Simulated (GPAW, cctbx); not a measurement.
## By hand: from a DFT structure factor to an extinction distance in BaRu2N2

BaRu2N2, I4/mmm (no. 139), a = 3.6823 Å, b = 3.6823 Å, c = 11.4371 Å, α = 90.00°, β = 90.00°, γ = 90.00°.

| atom | mult. | x | y | z |
| --- | --- | --- | --- | --- |
| Ba1 | 2 | 0 | 0 | 0 |
| Ru1 | 4 | 1/2 | 0 | 1/4 |
| N1 | 4 | 0 | 0 | 0.3405 |

The cell comes from substitution in a known structure type and wasn't matched to any measured phase.

A DFT run (GPAW, PBE, 550 eV, 5×5×5 k-points, Fermi–Dirac width 0.05 eV) gives the static X-ray structure factor of 002 as 72.375 e for the conventional cell; superposed free atoms give 72.227 e. **Problem.** Find the Fourier component V of the crystal potential and the two-beam extinction distance at 200 kV in both cases.

**1. Geometry**

The cell volume is Ω = 155.08 Å³ and d(002) = 5.7185 Å, so g = 1/d = 0.1749 Å⁻¹.

**2. The nuclei**

Electrons feel nuclei as well as electrons, so the nuclear charges are summed with the same phases.

Phase sums Σ exp(2πi h·x), turned so that the total is real and positive: Ba -2.000, Ru +4.000, N +1.679. Then F_Z = 56 × (-2.000) + 44 × (+4.000) + 7 × (+1.679) = 75.75 e. The electron term has the same sign for this reflection.

**3. Mott–Bethe**

Poisson's equation, term by term, gives V = (e/4πε₀)(F_Z − F)/(πΩg²), with e/4πε₀ = 14.3996 V Å.

The prefactor is 14.3996 × 5.7185²/(π × 155.08) = 0.96655 V per electron. Free atoms: (75.75 − 72.227) × 0.96655 = 3.405 V. Crystal: (75.75 − 72.375) × 0.96655 = 3.262 V. F changes by +0.20 % and V by -4.2 %: the same 0.15 e is measured against F_Z − F = 3.5 e in place of F = 72.2 e.

**4. Extinction distance**

In the two-beam case ξ = 1/(λU) with U = 2γm₀eV/h², that is ξ = 150.41 V Å²/(γλV).

At 200 kV, λ = 0.02508 Å and γ = 1.3914. Free atoms: ξ = 1266 Å. Crystal: ξ = 1321 Å. The thickness fringes go as sin²(πt/ξ), so the two patterns slip by a quarter of a period when t|1/ξ₁ − 1/ξ₀| = 1/4, at t ≈ 753 nm. Thermal motion, absorption and many-beam coupling, left out here, change a real pattern.

**5. Answer**

V(002) is 3.26 V against 3.41 V, and ξ is 1321 against 1266 Å. Limits: static atoms, two beams.
